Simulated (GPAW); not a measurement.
Consider YCu (Pm-3m).

```xyz
2
Lattice="3.4581 0.0000 0.0000 0.0000 3.4581 0.0000 0.0000 0.0000 3.4581" Properties=species:S:1:pos:R:3 pbc="T T T"
Y     0.0000    0.0000    0.0000
Cu    1.7291    1.7291    1.7291
```

Absorber: atom 2, with 8 Y at 2.99 Å and 6 Cu at 3.46 Å (cube and octahedron, as in bcc, site symmetry m-3m). Method: GPAW, LDA, excited-electron core hole (neutral cell), 16-atom cell with 6.9 Å between holes, 4×4×4 k points, dipole transitions, Gaussian full width 1.55 eV up to 4 eV, rising linearly to 3.5 eV at 25 eV.

What does the Cu K edge look like?

Main maxima up to 30 eV above the zero (height): 0.6 eV (0.76), 2.2 eV (0.79), 9.8 eV (1.87), 15.4 eV (1.07) and 23.4 eV (1.30). A K edge sees empty p states on the absorber. The total-energy difference is 8991.36 eV. One term is added: -29.79 eV, since the hole is spin-paired here and a spin-polarised one costs that much less in the free atom (computed apart). The photon energy is then 8961.57 eV. The tabulated edge of the element is 8979 eV. The functional leaves an error in such absolute values: in the free atom LDA prices this hole 18.3 eV below PBE (computed apart), and PBE is itself good to a few eV.

The Cu K spectrum (energy from the lowest empty level; intensity scaled to a mean of 1 over the first 20 eV):

```
E (eV)  intensity
  -2.0       0.00
  -1.5       0.02
  -1.0       0.10
  -0.5       0.31
   0.0       0.60
   0.5       0.75
   1.0       0.74
   1.5       0.73
   2.0       0.78
   2.5       0.76
   3.0       0.63
   3.5       0.49
   4.0       0.39
   4.5       0.39
   5.0       0.52
   5.5       0.72
   6.0       0.89
   6.5       0.96
   7.0       0.97
   7.5       1.01
   8.0       1.13
   8.5       1.37
   9.0       1.64
   9.5       1.83
  10.0       1.86
  10.5       1.73
  11.0       1.52
  11.5       1.33
  12.0       1.21
  12.5       1.14
  13.0       1.09
  13.5       1.04
  14.0       1.02
  14.5       1.03
  15.0       1.05
  15.5       1.07
  16.0       1.05
  16.5       1.00
  17.0       0.94
  17.5       0.90
  18.0       0.87
  18.5       0.86
  19.0       0.85
  19.5       0.87
  20.0       0.91
  20.5       0.97
  21.0       1.05
  21.5       1.13
  22.0       1.20
  22.5       1.26
  23.0       1.29
  23.5       1.30
  24.0       1.29
  24.5       1.28
  25.0       1.27
  25.5       1.28
  26.0       1.29
  26.5       1.29
  27.0       1.27
  27.5       1.24
  28.0       1.19
  28.5       1.14
  29.0       1.10
  29.5       1.07
  30.0       1.05
  30.5       1.06
  31.0       1.08
  31.5       1.13
  32.0       1.18
```

The script folds with a Gaussian, whereas the core hole's own line is a Lorentzian, so the onset is too steep and the first peak too high. Lifetime broadening is put in by hand, and intensities beyond about 20 eV depend on it and on the partial waves. The structure is a computed Materials Project entry and may be a hypothetical form.

[Banner, clock and machine lines of the logs are left out without a mark of their own.]

[Logs are printed without paths, hosts, clocks, repeated set-up lines and the standing remarks that a program may print on its own settings, such as how far it seeks lower states.]

[Hosts, paths, dates, database ids (printed as entryN), source tags and the programs' standing remarks are cut or masked in the printed files.]

[Lists of maxima count a maximum above −3 eV only where it reaches 4 % of the highest in the window and stands out from its surroundings by 2 % of it (1.5 % where it reaches 55 %); shoulders and weaker maxima are passed over, and of the rest the first, up to two pre-edge ones and the few strongest are named.]
